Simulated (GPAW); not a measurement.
**Gd (Gadolinium): parallel, opposed and spinless runs**

Does Gd (Gadolinium) prefer parallel or opposed moments, or none?

Program: GPAW 26.7.0. Level of theory: PBE with U = 6 eV on Gd f; plane waves with GPAW's PAW setups, scalar-relativistic. Results are calculated unless marked as measured.

This is a report of a sequence of runs, with most program output left out.

## Step 1: The structure

The structure is hexagonal, space group P6_3/mmc (No. 194). Conventional cell: a = 3.636 Å, b = 3.636 Å, c = 5.783 Å, α = 90.00°, β = 90.00°, γ = 120.00°. Nearest to Gd lie 12 Gd at 3.57 to 3.64 Å.

## Step 2: Start 1: ferro ++

Parallel moments need no larger cell; this start tests for a ferromagnetic state only. A Hubbard term is added for the open shell, at a value in common use.

order1.py reads:

```python
import json
import numpy as np
from ase import Atoms
from ase.parallel import paropen, parprint
from gpaw import GPAW

atoms = Atoms(['Gd', 'Gd'],
    cell=[[3.636, 0.0, 0.0],
         [-1.818, 3.14886837, 0.0],
         [0.0, 0.0, 5.7826]],
    scaled_positions=[[0.33333333, 0.66666667, 0.25],
         [0.66666667, 0.33333333, 0.75]],
    pbc=True,
    magmoms=[7.0, 7.0])
atoms.calc = GPAW(mode={'name': 'pw', 'ecut': 700},
    xc='PBE',
    kpts={'size': (10, 10, 6), 'gamma': True},
    occupations={'name': 'fermi-dirac', 'width': 0.05},
    convergence={'density': 1e-05, 'energy': 1e-05},
    maxiter=200,
    setups={'Gd': ':f,6.0'},
    symmetry={'tolerance': 1e-4},
    txt='order1.txt')
e = atoms.get_potential_energy(force_consistent=True)
res = {'free_energy': e, 'energy_sigma0': atoms.get_potential_energy(), 'fermi_energy': atoms.calc.get_fermi_level()}
res['moments'] = atoms.get_magnetic_moments().tolist()
res['total'] = atoms.get_magnetic_moment()
parprint('site moments (muB):', np.round(res['moments'], 3))
parprint(f"total moment: {res['total']:.3f} muB")
parprint(f'free energy: {e:.6f} eV')
atoms.calc.write('order1.gpw')
with paropen('results.json', 'w') as f:
    json.dump(res, f)
```

Run with:

```console
OMP_NUM_THREADS=1 mpirun -n 4 gpaw python order1.py > order1.log
```

Wall time 65 s (4 MPI ranks of Intel Xeon Platinum 8488C (Sapphire Rapids), shared host); peak memory 1.2 GiB.

Numbers from this step:

```yaml
magnetization: 15.53 μB
final_state: ferromagnetic
largest_moment: 7.131 μB
```

After 14 cycles the largest moment stands at 7.13 μB.

## Step 3: Start 2: antiferro +-

Another pattern of signs weighs the neighbour shells otherwise.

order2.py is the script of step 2 with these lines changed:

```diff
@@ -13,3 +13,3 @@
     pbc=True,
-    magmoms=[7.0, 7.0])
+    magmoms=[7.0, -7.0])
 atoms.calc = GPAW(mode={'name': 'pw', 'ecut': 700},
@@ -22,3 +22,3 @@
     symmetry={'tolerance': 1e-4},
-    txt='order1.txt')
+    txt='order2.txt')
 e = atoms.get_potential_energy(force_consistent=True)
@@ -30,3 +30,3 @@
 parprint(f'free energy: {e:.6f} eV')
-atoms.calc.write('order1.gpw')
+atoms.calc.write('order2.gpw')
 with paropen('results.json', 'w') as f:
```

Run with:

```console
OMP_NUM_THREADS=1 mpirun -n 4 gpaw python order2.py > order2.log
```

Wall time 50 s (4 MPI ranks); peak memory 1.1 GiB.

Read from the output:

| Item | Value |
| --- | --- |
| magnetization | 0 μB |
| final state | antiferromagnetic |
| largest moment | 7.096 μB |

It lies 33.6 meV a seeded atom over the first start, and its largest moment is 7.10 μB against 7.13 μB.

## Step 4: Start 3: antiferro q=(0,0,1/2) +-+-

Reversing part of the moments tests the sign of the couplings between them.

The cell is doubled to 4 atoms to hold this order. Its mesh is chosen so that both cells sample the same points.

order3.py reads:

```python
import json
import numpy as np
from ase import Atoms
from ase.parallel import paropen, parprint
from gpaw import GPAW

atoms = Atoms(['Gd', 'Gd', 'Gd', 'Gd'],
    cell=[[3.636, 0.0, 0.0],
         [-1.818, 3.14886837, 0.0],
         [0.0, 0.0, 11.5652]],
    scaled_positions=[[0.33333333, 0.66666667, 0.125],
         [0.33333333, 0.66666667, 0.625],
         [0.66666667, 0.33333333, 0.375],
         [0.66666667, 0.33333333, 0.875]],
    pbc=True,
    magmoms=[7.0, -7.0, 7.0, -7.0])
atoms.calc = GPAW(mode={'name': 'pw', 'ecut': 700},
    xc='PBE',
    kpts={'size': (10, 10, 3), 'gamma': True},
    occupations={'name': 'fermi-dirac', 'width': 0.05},
    convergence={'density': 1e-05, 'energy': 1e-05},
    maxiter=200,
    setups={'Gd': ':f,6.0'},
    symmetry={'tolerance': 1e-4},
    txt='order3.txt')
e = atoms.get_potential_energy(force_consistent=True)
res = {'free_energy': e, 'energy_sigma0': atoms.get_potential_energy(), 'fermi_energy': atoms.calc.get_fermi_level()}
res['moments'] = atoms.get_magnetic_moments().tolist()
res['total'] = atoms.get_magnetic_moment()
parprint('site moments (muB):', np.round(res['moments'], 3))
parprint(f"total moment: {res['total']:.3f} muB")
parprint(f'free energy: {e:.6f} eV')
atoms.calc.write('order3.gpw')
with paropen('results.json', 'w') as f:
    json.dump(res, f)
```

Run with:

```console
OMP_NUM_THREADS=1 mpirun -n 4 gpaw python order3.py > order3.log
```

Run time: 2.9 min. Hardware: 4 MPI ranks; peak memory 1.5 GiB.

Spin moment in the augmentation sphere by atom:

| atom | spin moment in the augmentation sphere (μB) |
| --- | --- |
| Gd1 | 7.12 |
| Gd2 | -7.12 |
| Gd3 | 7.12 |
| Gd4 | -7.12 |

Read from the output:

| Quantity | Value |
| --- | --- |
| magnetization | 0 μB |
| final state | antiferromagnetic |

It lies 19.6 meV a seeded atom over the first start, and its largest moment is 7.12 μB against 7.13 μB.

## Step 5: Start 4: antiferro q=(0,1/2,0) +-+-

The cell is doubled to 4 atoms to hold this order. Its mesh is chosen so that both cells sample the same points.

order4.py reads:

```python
import json
import numpy as np
from ase import Atoms
from ase.parallel import paropen, parprint
from gpaw import GPAW

atoms = Atoms(['Gd', 'Gd', 'Gd', 'Gd'],
    cell=[[3.636, 0.0, 0.0],
         [-3.636, 6.29773674, 0.0],
         [0.0, 0.0, 5.7826]],
    scaled_positions=[[0.33333333, 0.33333333, 0.25],
         [0.33333333, 0.83333333, 0.25],
         [0.66666667, 0.16666667, 0.75],
         [0.66666667, 0.66666667, 0.75]],
    pbc=True,
    magmoms=[7.0, -7.0, 7.0, -7.0])
atoms.calc = GPAW(mode={'name': 'pw', 'ecut': 700},
    xc='PBE',
    kpts={'size': (10, 5, 6), 'gamma': True},
    occupations={'name': 'fermi-dirac', 'width': 0.05},
    convergence={'density': 1e-05, 'energy': 1e-05},
    maxiter=200,
    setups={'Gd': ':f,6.0'},
    symmetry={'tolerance': 1e-4},
    txt='order4.txt')
e = atoms.get_potential_energy(force_consistent=True)
res = {'free_energy': e, 'energy_sigma0': atoms.get_potential_energy(), 'fermi_energy': atoms.calc.get_fermi_level()}
res['moments'] = atoms.get_magnetic_moments().tolist()
res['total'] = atoms.get_magnetic_moment()
parprint('site moments (muB):', np.round(res['moments'], 3))
parprint(f"total moment: {res['total']:.3f} muB")
parprint(f'free energy: {e:.6f} eV')
atoms.calc.write('order4.gpw')
with paropen('results.json', 'w') as f:
    json.dump(res, f)
```

Run with:

```console
OMP_NUM_THREADS=1 mpirun -n 4 gpaw python order4.py > order4.log
```

Wall time 9.2 min (4 MPI ranks); peak memory 2.5 GiB.

This step gave:

* magnetization: 0 μB
* final state: antiferromagnetic
* largest moment: 7.100 μB

It lies 42.8 meV a seeded atom over the first start, and its largest moment is 7.10 μB against 7.13 μB.

## Step 6: Order 5, typed as antiferro q=(0,1/2,0) +--+

The cell is doubled to 4 atoms to hold this order. Its mesh is chosen so that both cells sample the same points.

order5.py is the script of step 5 with these lines changed:

```diff
@@ -15,3 +15,3 @@
     pbc=True,
-    magmoms=[7.0, -7.0, 7.0, -7.0])
+    magmoms=[7.0, -7.0, -7.0, 7.0])
 atoms.calc = GPAW(mode={'name': 'pw', 'ecut': 700},
@@ -24,3 +24,3 @@
     symmetry={'tolerance': 1e-4},
-    txt='order4.txt')
+    txt='order5.txt')
 e = atoms.get_potential_energy(force_consistent=True)
@@ -32,3 +32,3 @@
 parprint(f'free energy: {e:.6f} eV')
-atoms.calc.write('order4.gpw')
+atoms.calc.write('order5.gpw')
 with paropen('results.json', 'w') as f:
```

Run with:

```console
OMP_NUM_THREADS=1 mpirun -n 4 gpaw python order5.py > order5.log
```

Wall time 8.8 min (4 MPI ranks); peak memory 2.6 GiB; 35 min of CPU time.

Numbers from this step:

```
magnetization  : 0 μB
final state    : antiferromagnetic
largest moment : 7.064 μB
```

It lies 58.2 meV a seeded atom over the first start, and its largest moment is 7.06 μB against 7.13 μB.

## Step 7: Order 6, typed as no spin polarisation

This run holds no moments, which gives a state to set the others against.

nospin.py reads:

```python
import json
import numpy as np
from ase import Atoms
from ase.parallel import paropen, parprint
from gpaw import GPAW

atoms = Atoms(['Gd', 'Gd'],
    cell=[[3.636, 0.0, 0.0],
         [-1.818, 3.14886837, 0.0],
         [0.0, 0.0, 5.7826]],
    scaled_positions=[[0.33333333, 0.66666667, 0.25],
         [0.66666667, 0.33333333, 0.75]],
    pbc=True)
atoms.calc = GPAW(mode={'name': 'pw', 'ecut': 700},
    xc='PBE',
    kpts={'size': (10, 10, 6), 'gamma': True},
    occupations={'name': 'fermi-dirac', 'width': 0.05},
    convergence={'density': 1e-05, 'energy': 1e-05},
    maxiter=200,
    setups={'Gd': ':f,6.0'},
    symmetry={'tolerance': 1e-4},
    txt='nospin.txt')
e = atoms.get_potential_energy(force_consistent=True)
res = {'free_energy': e, 'energy_sigma0': atoms.get_potential_energy(), 'fermi_energy': atoms.calc.get_fermi_level()}
parprint(f'free energy: {e:.6f} eV')
atoms.calc.write('nospin.gpw')
with paropen('results.json', 'w') as f:
    json.dump(res, f)
```

Run with:

```console
OMP_NUM_THREADS=1 mpirun -n 4 gpaw python nospin.py > nospin.log
```

Elapsed: 5.6 min, on 4 MPI ranks; peak memory 0.97 GiB.

A smaller mixing step or another start is the usual next try.

## Step 8: The states side by side

These are free energies at a smearing of 0.05 eV, so its entropy term is in the differences. They are divided by the number of seeded atoms, so that cells of unlike size compare. Wavevectors q in the names are fractions of the reciprocal vectors of the first run's cell.

Orders:

| start | final state | typed order kept | energy over the lowest (meV a seeded atom) | largest site moment (μB) | net moment (μB a primitive cell) | mesh matched | CPU time (s) |
| --- | --- | --- | --- | --- | --- | --- | --- |
| ferro ++ | ferromagnetic | yes | 0 | 7.131 | 15.53 | yes | 257.3 |
| antiferro +- | antiferromagnetic | yes | 33.63 | 7.096 | 0 | yes | 199.1 |
| antiferro q=(0,0,1/2) +-+- | antiferromagnetic | yes | 19.64 | 7.123 | 0 | yes | 700.7 |
| antiferro q=(0,1/2,0) +-+- | antiferromagnetic | yes | 42.78 | 7.1 | 0 | yes | 2207 |
| antiferro q=(0,1/2,0) +--+ | antiferromagnetic | yes | 58.22 | 7.064 | 0 | yes | 2121 |

## Step 9: Summary of results

| Quantity | Value |
| --- | --- |
| lowest state found | ferromagnetic (typed ferro ++) |
| largest site moment | 7.13 μB |
| next state | antiferromagnetic, 19.6 meV a seeded atom higher |

In words: The lowest state found is ferromagnetic, reached from the start ferro ++, with moments up to 7.13 μB. The next state costs 20 meV a seeded atom. 1 start gave no converged result and is missing from the ranking; the run without spin is the one. This is the lowest of 5 finished starts, no proof of the ground state. The f shell is half filled, so the spin-only picture is fair.

[Logs and program files are shortened in this print: banners, set-up blocks, solver, clock and traceback lines can be left out without a mark of their own.]

[Logs are printed without paths, hosts, clocks, repeated set-up lines and the standing remarks that a program may print on its own settings, such as how far it seeks lower states.]

[Hosts, paths, dates, database ids (printed as entryN), source tags and the programs' standing remarks are cut or masked in the printed files.]

[Where a cell is said to come from a database of computed structures, the database is the Materials Project.]
